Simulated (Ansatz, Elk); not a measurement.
# Bonding as seen by X-rays: PPt3, part 2 of 2

The structure of PPt3 used here is made up (a known structure type with other elements) and was relaxed beforehand with PBE. The aim is the Fourier transform of its all-electron density, F(hkl), set beside the sum over free spherical atoms that refinements use.

Elk 11.2.3 (patched build); all-electron DFT.

So far: The starting structure; Ground state and structure factors; The highest occupied states alone.

The structure was built from a prototype and need not be the compound's stable phase.

### Step 4. Another functional

Level of this step: DFT, LDA (Perdew-Wang), all-electron APW+lo, Dirac cores, scalar-relativistic bands, static density, no spin (Elk).

The difference from free atoms is small, so it is set against the change that LDA (Perdew-Wang) makes.

Contents of elk.in:

```
tasks
  0
  195

xctype
  3

spinpol
  .false.

rgkmax
  7.0

gmaxvr
  14.0

lmaxo
  7

lmaxapw
  8

swidth
  0.002

tshift
  .false.

ramdisk
  .false.

hmaxvr
  5.5

maxscl
  120

epspot
  1e-06

sppath
  './'

avec
  7.46305432282 -0.00000000000 -0.00000000000
  -0.00000000000 7.46305432282 0.00000000000
  -0.00000000000 0.00000000000 7.46305432282

atoms
  2
  'Pt.in'
  3
  0.5000000000 0.5000000000 0.0000000000   0.000000 0.000000 0.000000
  0.5000000000 0.0000000000 0.5000000000   0.000000 0.000000 0.000000
  -0.0000000000 0.5000000000 0.5000000000   0.000000 0.000000 0.000000
  'P.in'
  1
  0.0000000000 0.0000000000 -0.0000000000   0.000000 0.000000 0.000000

ngridk
  6 6 6
```

Run with:

```sh
OMP_NUM_THREADS=4 elk
```

Numbers of over 12 decimals in the logs are rounded to 6 here.

Output:

```text
┌─────────────────────────┐
│ Elk code version 11.2.3 │
└─────────────────────────┘

All units are atomic (Hartree, Bohr, etc.)

┌─────────────────────────────────────────────────┐
│ Ground-state run starting from atomic densities │
└─────────────────────────────────────────────────┘

Lattice vectors :
   7.463054323      -0.000000000      -0.000000000
  -0.000000000       7.463054323       0.000000000
  -0.000000000       0.000000000       7.463054323

Reciprocal lattice vectors :
  0.8419053427       0.000000000       0.000000000
[...]
atom 3                    :    76.91698934     (  0.4155722775E-03)
  species : 2 (P)
   atom 1                    :    13.06141052     (  0.2925018971E-03)
 total in muffin-tins        :    243.8123785
 total calculated charge     :    248.9960141
 total charge                :    249.0000000
 error                       :   0.3985942109E-02

┌──────────────────────────────┐
│ Self-consistent loop stopped │
└──────────────────────────────┘

Warning : core states of species 1 leak from the muffin-tin :   0.4155722775E-03

Warning : core states of species 2 leak from the muffin-tin :   0.2925018971E-03

Wrote STATE.OUT
[key lines of the parts left out:]
total energy                :     -55650.289519216
```

Wall time 12 s (4 threads of Intel Xeon Platinum 8488C (Sapphire Rapids), shared host); peak memory 0.16 GiB.

Against the first run R = 0.02 %; the largest change is -0.034 at 620.

### Step 5. Basis size

A smaller basis shows how fast F responds to it; the change is likely larger than the basis error of the first run, but doesn't show convergence.

elk.in, as its differences from that of step 4:

```diff
@@ -5,3 +5,3 @@
 xctype
-  3
+  20
 
@@ -11,3 +11,3 @@
 rgkmax
-  7.0
+  5.5
```

Run with:

```sh
OMP_NUM_THREADS=4 elk
```

Output:

```text
┌─────────────────────────┐
│ Elk code version 11.2.3 │
└─────────────────────────┘

All units are atomic (Hartree, Bohr, etc.)

┌─────────────────────────────────────────────────┐
│ Ground-state run starting from atomic densities │
└─────────────────────────────────────────────────┘

Lattice vectors :
   7.463054323      -0.000000000      -0.000000000
  -0.000000000       7.463054323       0.000000000
  -0.000000000       0.000000000       7.463054323

Reciprocal lattice vectors :
  0.8419053427       0.000000000       0.000000000
[...]
atom 3                    :    76.83789241     (  0.4198604259E-03)
  species : 2 (P)
   atom 1                    :    13.02780062     (  0.2909807687E-03)
 total in muffin-tins        :    243.5414779
 total calculated charge     :    248.9986884
 total charge                :    249.0000000
 error                       :   0.1311595906E-02

┌──────────────────────────────┐
│ Self-consistent loop stopped │
└──────────────────────────────┘

Warning : core states of species 1 leak from the muffin-tin :   0.4198604259E-03

Warning : core states of species 2 leak from the muffin-tin :   0.2909807687E-03

Wrote STATE.OUT
[key lines of the parts left out:]
total energy                :     -55682.021588489
```

Elapsed: 19 s, on 4 threads; peak memory 0.22 GiB.

Against the first run R = 0.02 %; the largest change is +0.129 at 220.

### Step 6. Basis size

The basis and the expansions that go with it are enlarged, to see whether the differences are converged.

elk.in, as its differences from that of step 5:

```diff
@@ -11,12 +11,12 @@
 rgkmax
-  5.5
+  8.5
 
 gmaxvr
-  14.0
+  18.0
 
 lmaxo
-  7
+  9
 
 lmaxapw
-  8
+  10
```

Run with:

```sh
OMP_NUM_THREADS=4 elk
```

Output:

```text
┌─────────────────────────┐
│ Elk code version 11.2.3 │
└─────────────────────────┘

All units are atomic (Hartree, Bohr, etc.)

┌─────────────────────────────────────────────────┐
│ Ground-state run starting from atomic densities │
└─────────────────────────────────────────────────┘

Lattice vectors :
   7.463054323      -0.000000000      -0.000000000
  -0.000000000       7.463054323       0.000000000
  -0.000000000       0.000000000       7.463054323

Reciprocal lattice vectors :
  0.8419053427       0.000000000       0.000000000
[...]
atom 3                    :    76.92074000     (  0.4222235916E-03)
  species : 2 (P)
   atom 1                    :    13.07121143     (  0.2932186434E-03)
 total in muffin-tins        :    243.8334314
 total calculated charge     :    248.9984529
 total charge                :    249.0000000
 error                       :   0.1547117813E-02

┌──────────────────────────────┐
│ Self-consistent loop stopped │
└──────────────────────────────┘

Warning : core states of species 1 leak from the muffin-tin :   0.4222235916E-03

Warning : core states of species 2 leak from the muffin-tin :   0.2932186434E-03

Wrote STATE.OUT
[key lines of the parts left out:]
total energy                :     -55682.235886473
```

Wall time 42 s (4 threads); peak memory 0.36 GiB.

Against the first run R = 0.00 %; the largest change is -0.014 at 222.

### Step 7. Settings against the effect

```csv
run,R against the first run (%),"R against neutral atoms, low angle (%)",wall time
"PBE, rgkmax 7",0.00,0.26,20 s
LDA (Perdew-Wang),0.02,0.27,12 s
rgkmax 5.5,0.02,0.26,19 s
rgkmax 8.5 with larger expansions,0.00,0.26,42 s
```

### Step 8. Summary of results

```
R against neutral atoms, sin θ/λ < 0.3 Å⁻¹ : 0.26 %
R against neutral atoms, 0.3 to 0.82 Å⁻¹   : 0.16 %
```

In words: Independent neutral atoms miss the calculated amplitudes by R = 0.26 % below 0.3 Å⁻¹ and 0.16 % from there to 0.82 Å⁻¹; by shells, 0.14 % below 0.15 Å⁻¹ (1 form), 0.27 % 0.15 to 0.3 (4 forms), 0.10 % 0.3 to 0.45 (7 forms), 0.18 % above 0.45 (37 forms). Bonding, aspherical density and the tables' own atoms all enter these figures, and the runs don't part them. The largest change of an amplitude is -0.64 electrons, at 111. The window's part falls from 35.0 electrons at the origin to at most 0.65 between 0.45 and 0.82 Å⁻¹. Below 0.3 Å⁻¹ the changes that finished (LDA (Perdew-Wang), rgkmax 5.5 and rgkmax 8.5 with larger expansions) move F by R = 0.03 % at most, against the 0.26 % that separates it from free atoms. The k-mesh has no finished test. Spin-orbit coupling is left out, which can matter for elements this heavy. Part of the difference isn't bonding: the tables are fits to free atoms and ions calculated by other methods than this functional. Thermal motion, anomalous dispersion and extinction are left out.

[Logs are printed without paths, hosts, clocks, repeated set-up lines and the standing remarks that a program may print on its own settings, such as how far it seeks lower states.]

[Hosts, paths, dates, database ids (printed as entryN), source tags and the programs' standing remarks are cut or masked in the printed files.]
